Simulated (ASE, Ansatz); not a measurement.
# Ti2CO2 MXene, 1 layer, S on O sites (80 atoms): geometry optimisation

Wanted: the relaxed structure of Ti2CO2 MXene, 1 layer, S on O sites (80 atoms) and its electronic structure.

Program: Ansatz 0.2.0. Level of theory: Kohn-Sham DFT, r2SCAN, PAW (set soft_2), plane waves. Results are calculated unless marked as measured.

Most raw output is cut from this account.

## (1) Starting point

The cell holds 80 atoms: 16 C, 32 Ti, 30 O and 2 S. Its edges and angles: a = 12.362 Å, b = 12.362 Å, c = 20.440 Å, α = 90.0°, β = 90.0°, γ = 120.0°. It derives from Ti2CO2 (Ti2CO2 MXene). 1 layer of Ti2CO2 MXene (a = 3.03 Å), 4 x 4 cells, biaxial strain +2 %; 16 Å of vacuum; 2 of 32 O replaced by S at random; not relaxed, displaced by a Gaussian of 0.02 Å. Vacuum lies along c.

Limits known from the start: The main run has no spin polarisation, so moments on Ti can't form in it, and no Hubbard term. Only the Γ point is sampled, in a cell whose shortest periodic width is 11 Å.

## (2) Single point at the start

A single point comes first, to see the forces before anything moves.

Input file input.yaml:

```yaml
crystal:
  lattice:
    - [12.3624, 0.0, 0.0]
    - [-6.1812, 10.70615, 0.0]
    - [0.0, 0.0, 20.44]
  atoms:
    - { symbol: C, position: [0.99908, 0.00064, 0.49926] }
    - { symbol: Ti, position: [0.08341, 0.16614, 0.56397] }
    - { symbol: Ti, position: [0.16475, 0.08623, 0.43575] }
    - { symbol: O, position: [0.16625, 0.08102, 0.60876] }
    - { symbol: O, position: [0.08382, 0.1692, 0.39208] }
    - { symbol: C, position: [0.99947, 0.25049, 0.5023] }
    - { symbol: Ti, position: [0.08415, 0.41868, 0.56462] }
    - { symbol: Ti, position: [0.16888, 0.33501, 0.43464] }
[... 68 atom lines left out ...]
    - { symbol: Ti, position: [0.83492, 0.91981, 0.5646] }
    - { symbol: Ti, position: [0.91898, 0.83492, 0.43486] }
    - { symbol: O, position: [0.91536, 0.83264, 0.60806] }
    - { symbol: O, position: [0.83286, 0.91508, 0.39028] }
kpoints:
  mp_grid: { grid: [1, 1, 1] }
hamiltonian:
  xc: r2scan
scf:
  occupations: { method: fermi_dirac, width: 0.025 }
output:
  forces: true
  populations: intrinsic
  dos:
    method: { smearing: { sigma: 0.08 } }
    de: 0.1
    projected:
      site_lists:
        C: [C]
        O: [O]
        S: [S]
        Ti: [Ti]
        layer_1: [0, 1, 2, 3, 4, 5, 6, 7, 8, 9, 10, 11, 12, 13, 14, 15, 16, 17, 18, 19, 20, 21, 22, 23, 24, 25, 26, 27, 28, 29, 30, 31, 32, 33, 34, 35, 36, 37, 38, 39, 40, 41, 42, 43, 44, 45, 46, 47, 48, 49, 50, 51, 52, 53, 54, 55, 56, 57, 58, 59, 60, 61, 62, 63, 64, 65, 66, 67, 68, 69, 70, 71, 72, 73, 74, 75, 76, 77, 78, 79]
  eigenvalues: true
```

Launch:

```sh
> ansatz run input.yaml --threads 4 --pin off --max-ram 8192MiB --backend cpu --events-out ev --progress --plain --runs-dir out
```

Elapsed: 1.9 min, on 4 threads of Arm Neoverse V2, shared host; peak memory 7.5 GiB; 7.5 min of CPU time.

The run gave:

```
free energy                                      : -103120.3754 eV
free energy per atom                             : -1289.0047 eV/atom
SCF cycles                                       : 11
r.m.s. force component                           : 1.702 eV/Å
longest force                                    : 12.11 eV/Å
Fermi energy                                     : 0.02685 eV
gap (highest filled to lowest empty level) : 0.4141 eV
```

The r.m.s. force component of 1.7 eV/Å sets the starting point.

Length of the force by element:

```csv
element,coordination,atoms,mean length of the force (eV/Å),spread,least,most
C,all,16,0.595,0.214,0.109,1.09
O,all,30,0.745,0.253,0.315,1.24
S,all,2,11.8,0.311,11.5,12.1
Ti,all,32,1.93,2.92,0.0554,9.39
```

## (3) Relaxation

The atoms are relaxed in the fixed cell, aiming at the force tolerance of the input.

input.yaml, the sections that differ from step 2:

```yaml
output:
  forces: true
relax:
  f_tol: 0.05
  max_steps: 96
# crystal, kpoints, hamiltonian, scf: as in step 2
```

Run time: 12 min. Hardware: 4 threads; peak memory 7.5 GiB; 48 min of CPU time.

Step by step:

```csv
step,energy less that of the first step (eV),largest force component (eV/Å)
1,0.0000,11.9812
2,-6.8132,5.4729
3,-8.9477,2.4700
4,-9.7612,0.5615
5,-9.9042,0.4001
6,-9.6820,1.0530
7,-10.0180,0.3430
8,-10.1197,0.1197
9,-10.1385,0.0303
```

Relaxation step 6 was tried and not accepted.

The atoms that moved most (Å):

```csv
atom,dx,dy,dz,length
S25,0.063,0.003,-0.654,0.657
S14,0.011,-0.025,0.635,0.635
O45,0.132,0.056,0.081,0.164
O9,0.089,-0.089,-0.105,0.164
Ti22,-0.086,0.017,-0.117,0.146
O15,0.042,0.016,0.133,0.140
Ti13,-0.052,-0.025,0.127,0.139
Ti12,-0.129,0.047,0.013,0.138
```

The relaxation changed the energy by -127 meV/atom, and atoms moved by 0.13 Å r.m.s., 0.66 Å at most.

## (4) Local order after relaxation

Bonds before and after, by the cutoffs listed below:

```csv
pair,bonds before,bonds after,mean before (Å),mean after (Å),spread before (Å),spread after (Å)
Ti-O,90,90,2.001,1.977,0.026,0.063
Ti-C,96,96,2.218,2.206,0.028,0.072
Ti-S,6,6,1.989,2.429,0.022,0.046
```

Normalised to the volume that the atoms fill. g(r), total and by pair (bins of 0.2 Å):

```csv
r (Å),total,Ti-Ti,Ti-O,Ti-C,Ti-S,O-O,O-C
1.80,0.29,0.00,0.96,0.00,0.00,0.00,0.00
2.00,2.79,0.00,8.53,1.47,0.00,0.00,0.00
2.20,2.22,0.00,0.28,13.35,0.00,0.00,0.00
2.40,0.27,0.00,0.00,0.88,6.46,0.00,0.00
2.60,0.00,0.00,0.00,0.00,0.00,0.00,0.00
2.80,1.44,0.00,0.00,0.00,0.00,0.00,9.64
3.00,2.19,5.90,0.00,0.00,0.00,6.05,0.00
3.20,1.65,5.90,0.00,0.00,0.00,1.91,0.00
3.40,0.34,0.00,1.06,0.00,0.00,0.00,0.00
3.60,0.62,0.00,1.68,0.70,0.00,0.00,0.00
3.80,1.05,0.00,1.14,4.22,1.72,0.00,0.00
4.00,0.09,0.00,0.00,0.36,1.58,0.00,0.00
4.20,0.66,0.00,0.00,0.00,0.00,0.00,4.38
4.40,0.31,1.96,0.00,0.00,0.00,0.00,0.00
4.60,1.36,0.00,3.62,0.00,0.00,1.70,0.00
4.80,1.42,0.00,2.95,3.21,0.54,0.04,0.00
5.00,0.65,0.00,0.29,3.14,2.78,0.00,0.00
5.20,1.02,0.23,0.00,0.00,2.58,0.49,5.65
5.40,1.38,5.04,0.00,0.00,0.00,2.12,0.00
5.60,0.22,0.00,0.00,0.00,0.00,1.23,0.00
5.80,0.00,0.00,0.00,0.00,0.00,0.00,0.00
6.00,0.06,0.13,0.00,0.00,0.00,0.17,0.00
6.20,0.85,1.86,0.34,0.00,0.00,1.69,0.00
6.40,1.19,0.00,2.44,1.16,0.00,1.96,0.00
6.60,0.66,0.00,0.90,2.27,1.31,0.00,0.02
6.80,0.63,0.30,0.00,0.10,2.08,0.00,3.26
7.00,0.55,1.28,1.02,0.02,0.00,0.00,0.02
7.20,0.51,0.00,1.17,0.93,0.36,0.00,0.00
```

Bonds by pair of elements; cutoffs follow the first minimum of g(r), held within bounds set by covalent radii, and pairs that aren't listed don't count as bonded:

```csv
pair A-B,cutoff (Å),bonds,mean length (Å),spread (Å),shortest (Å),B about A,A about B
Ti-O,2.64,90,1.98,0.063,1.89,2.81,3
Ti-C,2.64,96,2.21,0.072,2.07,3,6
Ti-S,3.1,6,2.43,0.046,2.36,0.188,3
```

How many atoms have how many bonded neighbours:

```csv
element,mean,3,6
C,6,0,16
O,3,30,0
S,3,2,0
Ti,6,0,32
```

Bond angles, per cent of each kind in bins of 5°:

```csv
angle (°),C-Ti-O,Ti-C-Ti,C-Ti-C,Ti-O-Ti,O-Ti-O
75–80,3.3,0.0,0.0,0.0,0.0
80–85,36.3,0.4,0.0,0.0,0.0
85–90,27.0,45.4,66.7,0.0,0.0
90–95,0.0,28.3,33.3,0.0,0.0
95–100,0.0,5.8,0.0,20.0,21.4
100–105,0.0,0.0,0.0,61.1,53.6
105–110,0.0,0.0,0.0,18.9,25.0
110–115,0.0,0.0,0.0,0.0,0.0
115–120,0.0,0.0,0.0,0.0,0.0
120–125,0.0,0.0,0.0,0.0,0.0
125–130,0.0,0.0,0.0,0.0,0.0
130–135,0.0,0.0,0.0,0.0,0.0
135–140,0.0,0.0,0.0,0.0,0.0
140–145,0.0,0.0,0.0,0.0,0.0
145–150,0.0,0.0,0.0,0.0,0.0
150–155,0.0,0.0,0.0,0.0,0.0
155–160,0.0,0.0,0.0,0.0,0.0
160–165,0.0,0.0,0.0,0.0,0.0
165–170,22.2,0.0,0.0,0.0,0.0
170–175,11.1,9.2,0.0,0.0,0.0
175–180,0.0,10.8,0.0,0.0,0.0
```

Bond angles (no mean is given where the spread exceeds 20°):

```csv
angle,count,mean (°),spread (°)
C-Ti-O,270,-,-
Ti-C-Ti,240,-,-
C-Ti-C,96,89,2
Ti-O-Ti,90,102,2.5
O-Ti-O,84,103,2.7
```

For some of the pairs, g(r) has its first main peak near 3.10 Å (Ti-Ti), 1.97 Å (Ti-O), 2.20 Å (Ti-C), 2.42 Å (Ti-S), 3.08 Å (O-O) and 2.80 Å (O-C). Counting bonds as in the table, all C atoms have 6, all O atoms have 3, all S atoms have 3 and all Ti atoms have 6 bonded neighbours.

## (5) Single point at the relaxed geometry

The electronic structure is read at the final geometry, in a run of its own.

Input file input.yaml:

```yaml
crystal:
  lattice:
    - [12.3624, 0.0, 0.0]
    - [-6.1812, 10.70615, 0.0]
    - [0.0, 0.0, 20.44]
  atoms:
    - { symbol: C, position: [0.00238, 0.99978, 0.49915] }
    - { symbol: Ti, position: [0.07713, 0.16347, 0.56332] }
    - { symbol: Ti, position: [0.15608, 0.07999, 0.43626] }
    - { symbol: O, position: [0.16937, 0.08312, 0.60405] }
    [... 70 atom lines left out ...]
    - { symbol: O, position: [0.83772, 0.66774, 0.39431] }
    - { symbol: C, position: [0.75403, 0.74977, 0.50048] }
    - { symbol: Ti, position: [0.82963, 0.91669, 0.56385] }
    - { symbol: Ti, position: [0.91098, 0.83155, 0.43671] }
    - { symbol: O, position: [0.91903, 0.8348, 0.60558] }
    - { symbol: O, position: [0.83363, 0.91613, 0.39465] }
kpoints:
  mp_grid: { grid: [1, 1, 1] }
hamiltonian:
  xc: r2scan
scf:
  occupations: { method: fermi_dirac, width: 0.025 }
output:
  forces: true
  populations: intrinsic
  dos:
    method: { smearing: { sigma: 0.08 } }
    de: 0.1
    projected:
      site_lists:
        C: [C]
        O: [O]
        S: [S]
        Ti: [Ti]
        layer_1: [0, 1, 2, 3, 4, 5, 6, 7, 8, 9, 10, 11, 12, 13, 14, 15, 16, 17, 18, 19, 20, 21, 22, 23, 24, 25, 26, 27, 28, 29, 30, 31, 32, 33, 34, 35, 36, 37, 38, 39, 40, 41, 42, 43, 44, 45, 46, 47, 48, 49, 50, 51, 52, 53, 54, 55, 56, 57, 58, 59, 60, 61, 62, 63, 64, 65, 66, 67, 68, 69, 70, 71, 72, 73, 74, 75, 76, 77, 78, 79]
  eigenvalues: true
  write_density: true
  write_potential: true
  volumetric_format: npy
```

It took 2.5 min on 4 threads; peak memory 7.5 GiB.

The program notes that the exchange-correlation potential is rough where the density is thin.

The run gave:

```
free energy                                      : -103130.5139 eV
free energy per atom                             : -1289.1314 eV/atom
SCF cycles                                       : 15
r.m.s. force component                           : 0.00788 eV/Å
longest force                                    : 0.03834 eV/Å
Fermi energy                                     : -0.06994 eV
gap (highest filled to lowest empty level) : 0.9347 eV
potential in mid-vacuum, over the Fermi level    : 5.749 eV
potential 4.5 Å over the upper face              : 5.748 eV
potential 4.5 Å under the lower face             : 5.749 eV
```

Intrinsic-atomic-orbital charges by element:

```csv
element,coordination,atoms,mean charge (e),spread,least,most
C,all,16,-1.01,0.0063,-1.03,-1.00
O,all,30,-0.691,0.0071,-0.702,-0.679
S,all,2,-0.450,0.0024,-0.452,-0.448
Ti,all,32,1.18,0.0475,1.06,1.22
```

By region:

```csv
region,atoms,mean length of the force (eV/Å),net charge (e)
layer 1,80,0.012,0
```

States in the cell by windows of 1 eV, zero at the Fermi level; the larger projections on atomic orbitals stand beside the total:

```csv
from (eV),to (eV),total,layer 1,Ti d,O p,C p,C s
-14,-13,0.0,0.0,0.0,0.0,0.0,0.0
-13,-12,4.0,4.0,0.2,0.0,0.0,0.1
-12,-11,14.0,13.9,1.4,0.3,0.2,8.1
-11,-10,18.0,17.9,3.7,0.2,0.1,12.5
-10,-7,0.0,0.0,0.0,0.0,0.0,0.0
-7,-6,12.5,12.4,3.0,6.2,1.8,0.0
-6,-5,93.2,92.7,21.9,59.2,6.9,0.5
-5,-4,74.4,73.8,13.1,53.2,4.7,0.9
-4,-3,19.0,18.8,5.6,4.9,4.8,0.2
-3,-2,47.3,46.9,14.0,11.1,17.4,0.1
-2,-1,37.5,37.1,9.6,7.8,16.2,0.1
-1,0,4.2,4.2,1.3,0.8,1.8,0.0
0,1,20.9,20.6,16.1,3.3,0.6,0.2
1,2,70.9,70.3,63.1,4.1,2.1,0.1
```

The curve was stored every 0.100 eV, coarse against its broadening of 0.08 eV, so these counts are rough.

Between -26 and -14 eV lie 60 more states.

About 256 of the 640 electrons lie in deeper levels, below the stored range.

The levels nearest the highest filled one (over half full), pooled over k-points and spins:

```csv
level less the highest filled one (eV),occupation
-0.954,2
-0.931,2
-0.806,2
-0.646,2
-0.004,2
0,2
0.935,0
0.964,0
1.05,0
1.07,0
1.15,0
1.18,0
```

Planar average of the electrostatic potential energy along the normal, with the Fermi level as zero, after a running mean with a triangular window 4 Å wide at its base:

```csv
height (Å),potential energy (eV)
0.0,5.75
0.5,5.75
1.2,5.75
1.8,5.75
2.3,5.75
2.9,5.75
3.5,5.75
4.1,5.75
4.6,5.74
5.2,5.68
5.9,5.31
6.4,4.15
6.9,1.79
7.5,-1.62
8.2,-6.03
8.7,-8.28
9.3,-8.95
9.8,-8.76
10.5,-8.72
11.0,-8.94
11.6,-8.59
12.1,-6.75
12.8,-2.58
13.4,1.00
13.9,3.66
14.4,5.12
15.1,5.65
15.7,5.73
16.2,5.75
16.8,5.75
17.4,5.75
18.0,5.75
18.5,5.75
19.1,5.75
19.8,5.75
20.3,5.75
```

Valence density in the ca plane at fractional y = 0.163, with atoms of Ti and O and S within 0.2 Å of it. It is the smooth field of the valence electrons, not physical close to the nuclei.

Ten steps, logarithmic in the rise over the least value, from '0' (0.0 e/Å³) to '9' (8.3 e/Å³), each cell a mean:
```
00000000000000000001123443443323442100000000
00000000000000000001233433333223332100000000
00000000000000000014665422223565321000000000
00000000000000000026897521225899621000000000
00000000000000000025887422225899621000000000
00000000000000000012444323333566432100000000
00000000000000000001123443443333443100000000
00000000000000000001233443333223432100000000
00000000000000000024675422223566421000000000
00000000000000000136997421225899721000000000
00000000000000000025786422225899631000000000
00000000000000000012343323333566432100000000
00000000000000000011223333443323442100000000
00000000000000001233333333333223332100000000
00000000000000012455543222233565321000000000
00000000000000013553553211226999620000000000
00000000000000013555553212236999521000000000
00000000000000002344433223334565332100000000
00000000000000000122223344443333442100000000
00000000000000000001223433333223432100000000
00000000000000000013565322223566421000000000
00000000000000000026897421225899721000000000
00000000000000000025887422225899631000000000
00000000000000000013454322333565432100000000
```
Columns run along c (16.0 Å, from fractional 0.02 to 0.81 of the cell), rows up along a (12.4 Å). Atoms in or near the plane, at fractional coordinates: Ti at (0.56, 0.08), O at (0.39, 0.08), Ti at (0.56, 0.33), S at (0.36, 0.34), Ti at (0.56, 0.58), O at (0.39, 0.59), Ti at (0.56, 0.83), O at (0.39, 0.84).

Electrostatic potential energy in the ca plane at fractional y = 0.163, with atoms of Ti and O and S within 0.2 Å of it. With pseudopotentials it is smooth inside the atoms' cores, unlike the true potential.

Ten even steps from '0' (-37 eV) to '9' (6 eV), each cell a mean:
```
99999999999999875567888888899999999999999999
99999999999999875568888888899999999999999999
99999999999997457788875334789999999999999999
99999999999981005888861000479999999999999999
99999999999994116888861000479999999999999999
99999999999999877788875334789999999999999999
99999999999999875567888878899999999999999999
99999999999999875568888878899999999999999999
99999999999996347788875324789999999999999999
99999999999981005888861000479999999999999999
99999999999994127888861000479999999999999999
99999999999999887788875334789999999999999999
99999999999999875577888888899999999999999999
99999999999988876678888888899999999999999999
99999999998422578888875335789999999999999999
99999999995010178899850001589999999999999999
99999999996100378899851001589999999999999999
99999999999766787788875335799999999999999999
99999999999999875577888888899999999999999999
99999999999999875568888878899999999999999999
99999999999998567788875324789999999999999999
99999999999982005888861000479999999999999999
99999999999993016888861000489999999999999999
99999999999998777788875335789999999999999999
```
Columns run along c (16.0 Å, from fractional 0.14 to 0.92 of the cell; values clipped at the 3rd and 97th percentile), rows up along a (12.4 Å). Atoms in or near the plane, at fractional coordinates: Ti at (0.56, 0.08), O at (0.39, 0.08), Ti at (0.56, 0.33), S at (0.36, 0.34), Ti at (0.56, 0.58), O at (0.39, 0.59), Ti at (0.56, 0.83), O at (0.39, 0.84).

Mean intrinsic-atomic-orbital charges: C -1.01, O -0.69, S -0.45, Ti +1.18 e. The largest share in the top eV of filled states is C p (39 % of the projected weight), and in the lowest eV of empty states Ti d (82 % of the projected weight). The potential stands 6.22 eV above the highest filled level over the upper face and 6.22 eV under the lower one, a reading of the ionisation potential at this level on the run's k-points.

A closer look about Ti32, whose charge lies farthest from its element's mean: 8 atoms, nearest first, numbered in the order of the input, with positions taken from that point.

```csv
atom,x,y,z,distance (Å),bonds,intrinsic-atomic-orbital charge (e)
Ti32,0.00,0.00,0.00,0.00,6,1.06
O39,0.02,1.83,0.88,2.03,3,-0.68
C36,-1.49,0.84,-1.22,2.10,6,-1.02
O34,1.65,-0.97,0.89,2.11,3,-0.68
C31,0.04,-1.79,-1.23,2.17,6,-1.02
C56,1.60,0.87,-1.24,2.20,6,-1.02
S14,-1.50,-0.92,1.57,2.36,3,-0.45
Ti57,1.51,2.64,0.03,3.04,6,1.21
```

The column of bonds counts only the pairs Ti-O within 2.64 Å, Ti-C within 2.64 Å, Ti-S within 3.10 Å; other neighbours, such as metal atoms beside each other in a compound, aren't counted, and periodic images can show an atom twice.

## (6) Outcome

| Property | Result |
| --- | --- |
| energy change in the relaxation | -126.7 meV/atom |
| r.m.s. displacement | 0.134 Å |
| largest displacement | 0.657 Å |
| free energy per atom | -1289.1314 eV/atom |
| r.m.s. force component | 0.00788 eV/Å |
| gap (highest filled to lowest empty level) | 0.9347 eV |
| potential in mid-vacuum, over the Fermi level | 5.749 eV |
| wall time of the 3 DFT runs | 17 min |

In words: Relaxation lowers the energy by 127 meV/atom and moves atoms by 0.13 Å r.m.s.; the r.m.s. force component goes from 1.7 to 0.0079 eV/Å, and the gap from 0.414 to 0.935 eV. By the final cutoffs no bond was broken or made. From the first step to the last the energy fell by 10.138 eV, and the largest move was 0.66 Å (S25). The Ti-S bonds change most in mean length: from 1.989 Å (spread 0.022) to 2.429 Å (spread 0.046). Counting bonds as in the table, all C atoms have 6, all O atoms have 3, all S atoms have 3 and all Ti atoms have 6 bonded neighbours. Filled and empty levels are parted by 0.935 eV at Γ alone; the mesh holds the band edges only if they fold onto it, so the gap at this level can be narrower or closed, while semilocal functionals tend to narrow gaps against experiment. The potential stands 6.22 eV above the highest filled level over the upper face and 6.22 eV under the lower one, a reading of the ionisation potential at this level on the run's k-points.

[Logs are printed without paths, hosts, clocks, repeated set-up lines and the standing remarks that a program may print on its own settings, such as how far it seeks lower states.]

[Hosts, paths, dates, database ids (printed as entryN), source tags and the programs' standing remarks are cut or masked in the printed files.]
